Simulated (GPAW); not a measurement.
# Collinear magnetic orders of Co2 Re6 Co2 0001 with GPAW, part 2 of 2

Wanted: the moments of Co2 Re6 Co2 0001 and the energy of each order that was tried.

GPAW 26.7.0; PBE; plane waves with GPAW's PAW setups, scalar-relativistic.

So far. Step 2 (Order 1, typed as ferro ++++): After 60 cycles the largest moment stands at 1.87 μB.

**3. Start 2: antiferro ++--**

Another pattern of signs weighs the neighbour shells otherwise.

The input, order2.py:

```python
import json
import numpy as np
from ase import Atoms
from ase.parallel import paropen, parprint
from gpaw import GPAW

atoms = Atoms(['Co', 'Co', 'Re', 'Re', 'Re', 'Re', 'Re', 'Re', 'Co', 'Co'],
    cell=[[2.761, 0.0, 0.0],
         [-1.3805, 2.391096, 0.0],
         [0.0, 0.0, 30.404026]],
    scaled_positions=[[0.0, 0.0, 0.197342],
         [0.333333, 0.666667, 0.252643],
         [0.0, 0.0, 0.316911],
         [0.333333, 0.666667, 0.390146],
         [0.0, 0.0, 0.463382],
         [0.333333, 0.666667, 0.536618],
         [0.0, 0.0, 0.609854],
         [0.333333, 0.666667, 0.683089],
         [0.0, 0.0, 0.747357],
         [0.333333, 0.666667, 0.802658]],
    pbc=True,
    magmoms=[1.8, 1.8, 0.0, 0.0, 0.0, 0.0, 0.0, 0.0, -1.8, -1.8])
atoms.calc = GPAW(mode={'name': 'pw', 'ecut': 450},
    xc='PBE',
    kpts={'size': (20, 20, 1), 'gamma': True},
    occupations={'name': 'fermi-dirac', 'width': 0.05},
    convergence={'density': 1e-05, 'energy': 1e-05},
    maxiter=200,
    mixer={'name': 'pulay', 'beta': 0.03, 'nmaxold': 8, 'weight': 100},
    symmetry={'tolerance': 1e-4},
    txt='order2.txt')
e = atoms.get_potential_energy(force_consistent=True)
res = {'free_energy': e, 'energy_sigma0': atoms.get_potential_energy(), 'fermi_energy': atoms.calc.get_fermi_level()}
res['moments'] = atoms.get_magnetic_moments().tolist()
res['total'] = atoms.get_magnetic_moment()
parprint('site moments (muB):', np.round(res['moments'], 3))
parprint(f"total moment: {res['total']:.3f} muB")
parprint(f'free energy: {e:.6f} eV')
atoms.calc.write('order2.gpw')
with paropen('results.json', 'w') as f:
    json.dump(res, f)
```

Command:

```bash
$ OMP_NUM_THREADS=1 mpirun -n 4 gpaw python order2.py > order2.log
```

Numbers of over 12 decimals in the logs are rounded to 6 here.

Log:

```text
site moments (muB): [ 1.872  1.326 -0.076  0.014 -0.027  0.027 -0.014  0.076 -1.326 -1.872]
total moment: -0.000 muB
free energy: -99.366255 eV

--- order2.txt ---
Input parameters:
  mode=PW(ecut=450),
  convergence={'density': 1e-05, 'energy': 1e-05},
  kpts=MonkhorstPack(size=(20, 20, 1), gamma=True),
  maxiter=200,
  mixer=Pulay(name='pulay', nmaxold=8, beta=0.03, weight=100, sigma=0.015, g_ss=None),
  occupations=Occupations(name='fermi-dirac', width=0.05),
  symmetry=Symmetry(tolerance=0.0001),
  xc=XC(name='PBE')

Diagonalizing LCAO Hamiltonian
Converting LCAO to pw mode

        Co

       Co
        Re

       Re

        Re

       Re

        Re

       Re
        Co

       Co

Atoms  # Å, Bohr magnetons
|   | symbol |         x |        y |         z |    initial magnetic moments |
|---|--------|-----------|----------|-----------|-----------------------------|
| 0 |     Co |  0.000000 | 0.000000 |  5.999991 | ( 0.0000,  0.0000,  1.8000) |
| 1 |     Co | -0.000001 | 1.594065 |  7.681364 | ( 0.0000,  0.0000,  1.8000) |
| 2 |     Re |  0.000000 | 0.000000 |  9.635370 | ( 0.0000,  0.0000,  0.0000) |
| 3 |     Re | -0.000001 | 1.594065 | 11.862009 | ( 0.0000,  0.0000,  0.0000) |
| 4 |     Re |  0.000000 | 0.000000 | 14.088678 | ( 0.0000,  0.0000,  0.0000) |
| 5 |     Re | -0.000001 | 1.594065 | 16.315348 | ( 0.0000,  0.0000,  0.0000) |
| 6 |     Re |  0.000000 | 0.000000 | 18.542017 | ( 0.0000,  0.0000,  0.0000) |
| 7 |     Re | -0.000001 | 1.594065 | 20.768656 | ( 0.0000,  0.0000,  0.0000) |
| 8 |     Co |  0.000000 | 0.000000 | 22.722662 | ( 0.0000,  0.0000, -1.8000) |
| 9 |     Co | -0.000001 | 1.594065 | 24.404035 | ( 0.0000,  0.0000, -1.8000) |

Unit cell  # Å
| periodic |         x |        y |         z |   lengths |     angles |
|----------|-----------|----------|-----------|-----------|------------|
|      yes |  2.761000 | 0.000000 |  0.000000 |  2.761000 |  90.000000 |
|      yes | -1.380500 | 2.391096 |  0.000000 |  2.761000 |  90.000000 |
|      yes |  0.000000 | 0.000000 | 30.404026 | 30.404026 | 120.000001 |

Number of symmetries: 6

BZ-sampling:
  Number of BZ points: 400
  Number of IBZ points: 44

  Monkhorst-Pack size: [20, 20, 1]
  Monkhorst-Pack shift: [0.025, 0.025, 0.0]

Plane wave coefficients: 4382
Cutoff: 450.000000 eV

Spin-components: 2 (collinear spins)
Bands:           73
Projectors:      60
Spin-degeneracy: 1
Datatype:        complex128

Parallelization:
  kpt:    4
  domain: 1
  band:   1

Density:
  Valence electrons: 114.0
  Components: 2
  Grid points: [ 14  14 150]
  Charge: 0.0  # |e|

Potential:
  Grid points: [ 14  14 150]

[... setups left out ...]
Reference energy: -2873736.172717  # eV

eigensolver:
  PPCG
  Converge bands: occupied
  niter=2

density mixing:
  Pulay-Mixer
  Linear mixing parameters: 0.03
  Old densities: 8
  Fourier metric: weight=100, sigma=0.015

occupation numbers:
  Fermi-Dirac:
    width: 0.0500  # eV

poisson solver:
  ecut: 3600.000000  # eV

xc functional:
  name: PBE with 2 nearest neighbor stencil

convergence criteria:
- Maximum integral of absolute [dens]ity change: 1e-05 electrons / valence electron
- Maximum [total energy] change in last 3 cyles: 1e-05 eV / valence electron
- Maximum integral of absolute [eigenst]ate change: 4e-08 eV^2 / valence electron
maximum number of iterations: 200

SCF iterations
|iter     |      energy | eigst |  dens |  magmom |
|---------|-------------|-------|-------|---------|
|iter:   1|       0s | -108.436358 | +0.35 |       |  +0.0000|
|iter:   2|      25s | -216.140677 | +0.83 | -0.72 |  +0.0000|
|iter:   3|      50s |  -98.558182 | +0.08 | -0.44 |  +0.0000|
|iter:   4|      74s | -100.504880 | -0.16 | -1.08 |  +0.0001|
|iter:   5|      97s | -101.346098 | -0.91 | -1.11 |  +0.0004|
|iter:   6|     122s | -101.186031 | -1.82 | -1.10 |  +0.0001|
|iter:   7|     147s | -101.061011 | -2.43 | -1.12 |  +0.0005|
|iter:   8|     170s | -101.163492 | -1.83 | -1.13 |  -0.0037|
|iter:   9|     193s | -100.980452 | -1.60 | -1.14 |  -0.0155|
|iter:  10|     217s | -100.385432 | -2.03 | -1.14 |  -0.0191|
[... 43 iterations left out ...]
|iter:  54|    1116s |  -99.322639c| -8.12c| -4.63 |  -0.0002|
|iter:  55|    1126s |  -99.322639c| -8.19c| -4.66 |  -0.0001|
|iter:  56|    1137s |  -99.322639c| -8.42c| -4.69 |  -0.0001|
|iter:  57|    1149s |  -99.322640c| -8.02c| -4.72 |  -0.0001|
|iter:  58|    1159s |  -99.322641c| -8.50c| -4.81 |  -0.0001|
|iter:  59|    1170s |  -99.322641c| -8.35c| -4.84 |  -0.0001|
|iter:  60|    1182s |  -99.322641c| -8.79c| -4.89 |  -0.0001|
|iter:  61|    1192s |  -99.322642c| -8.62c| -4.92 |  -0.0001|
|iter:  62|    1203s |  -99.322642c| -8.76c| -5.00 |  -0.0000|
|iter:  63|    1213s |  -99.322643c| -8.46c| -5.09c|  -0.0000|

Converged in 63 steps
Energy contributions relative to reference atoms: (reference = -2873736.172717)

Energy contributions:
  Kinetic:          63.031988
  Coulomb:         -66.102590
  Zero:              1.256695
  External:          0.000000
  Xc:              -97.465124
  Entropy:          -0.087225
  Spinorbit:         0.000000
  ----------------------------
  Free energy:     -99.366255
  Extrapolated:    -99.322643

dipole moment: (-36.856138, -28.860826, -0.000065)  # |e|*Ang

Total magnetic moment: (0.000000, 0.000000, -0.000019)

Local magnetic moments
|        x |        y |         z |
|----------|----------|-----------|
| 0.000000 | 0.000000 |  1.872171 |  # Co   0
| 0.000000 | 0.000000 |  1.325558 |  # Co   1
| 0.000000 | 0.000000 | -0.076322 |  # Re   2
| 0.000000 | 0.000000 |  0.014188 |  # Re   3
| 0.000000 | 0.000000 | -0.027406 |  # Re   4
| 0.000000 | 0.000000 |  0.027407 |  # Re   5
| 0.000000 | 0.000000 | -0.014187 |  # Re   6
| 0.000000 | 0.000000 |  0.076326 |  # Re   7
| 0.000000 | 0.000000 | -1.325587 |  # Co   8
| 0.000000 | 0.000000 | -1.872172 |  # Co   9

Fermi level: 7.199
Eigenvalues  # (at kpt = [-0.000, -0.000, 0.000])
| band index |      eig [eV] | occ [0-1] |      eig [eV] | occ [0-1] |
|------------|---------------|-----------|---------------|-----------|
|          0 |       -35.152 |     1.000 |       -35.152 |     1.000 |
|        ... |               |           |               |           |
|         55 |         6.340 |     1.000 |         6.340 |     1.000 |
|         56 |         6.350 |     1.000 |         6.350 |     1.000 |
|         57 |         6.626 |     1.000 |         6.626 |     1.000 |
|         58 |         6.626 |     1.000 |         6.626 |     1.000 |
|         59 |         7.060 |     0.942 |         7.060 |     0.942 |
|         60 |         7.121 |     0.828 |         7.121 |     0.828 |
|         61 |         7.149 |     0.733 |         7.149 |     0.733 |
|         62 |         7.149 |     0.733 |         7.149 |     0.733 |
|         63 |         7.752 |     0.000 |         7.752 |     0.000 |
|         64 |         7.752 |     0.000 |         7.752 |     0.000 |
|         65 |         8.033 |     0.000 |         8.033 |     0.000 |
|         66 |         8.033 |     0.000 |         8.033 |     0.000 |
|         67 |         8.522 |     0.000 |         8.515 |     0.000 |
|         68 |         8.556 |     0.000 |         8.556 |     0.000 |
|         69 |         8.556 |     0.000 |         8.556 |     0.000 |
|         70 |         8.695 |     0.000 |         8.692 |     0.000 |
|        ... |               |           |               |           |
|         72 |         9.309 |     0.000 |         9.309 |     0.000 |

No gap
No difference between direct/indirect transitions
```

The job ended after 21 min (4 MPI ranks of Intel Xeon at 2.50GHz (Skylake/Cascade Lake), shared host; peak memory 1.5 GiB).

Spin moment in the augmentation sphere by atom:

```tsv
atom	spin moment in the augmentation sphere (μB)
Co1	1.87
Co2	1.33
Re3	-0.08
Re4	0.01
Re5	-0.03
Re6	0.03
Re7	-0.01
Re8	0.08
Co9	-1.33
Co10	-1.87
```

Numbers from this step:

* magnetization: 0 μB
* final state: antiferromagnetic

It lies 0.468 meV a seeded atom under the first start, and its largest moment is 1.87 μB against 1.87 μB.

**4. Ranking**

These are free energies at a smearing of 0.05 eV, so its entropy term is in the differences. They are divided by the number of seeded atoms, so that cells of unlike size compare.

Orders:

```tsv
start	final state	typed order kept	energy over the lowest (meV a seeded atom)	largest site moment (μB)	net moment (μB a primitive cell)	mesh matched	CPU time (s)
ferro ++++	ferromagnetic	yes	0.4678	1.87	6.129	yes	5227
antiferro ++--	antiferromagnetic	yes	0	1.872	0	yes	4962
```

**5. What came out**

```json
{"lowest state found": "antiferromagnetic (typed antiferro ++--)", "largest site moment": "1.87 μB", "next state": "ferromagnetic, 0.468 meV a seeded atom higher"}
```

**Reading.** The lowest state found is antiferromagnetic, reached from the start antiferro ++--, with moments up to 1.87 μB. The two lowest states lie so close that the mesh, the functional or spin–orbit coupling could swap them. This is the lowest of 2 finished starts, no proof of the ground state.

[Logs and program files are shortened in this print: banners, set-up blocks, solver, clock and traceback lines can be left out without a mark of their own.]

[Logs are printed without paths, hosts, clocks, repeated set-up lines and the standing remarks that a program may print on its own settings, such as how far it seeks lower states.]

[Hosts, paths, dates, database ids (printed as entryN), source tags and the programs' standing remarks are cut or masked in the printed files.]

[Where a cell is said to come from a database of computed structures, the database is the Materials Project.]
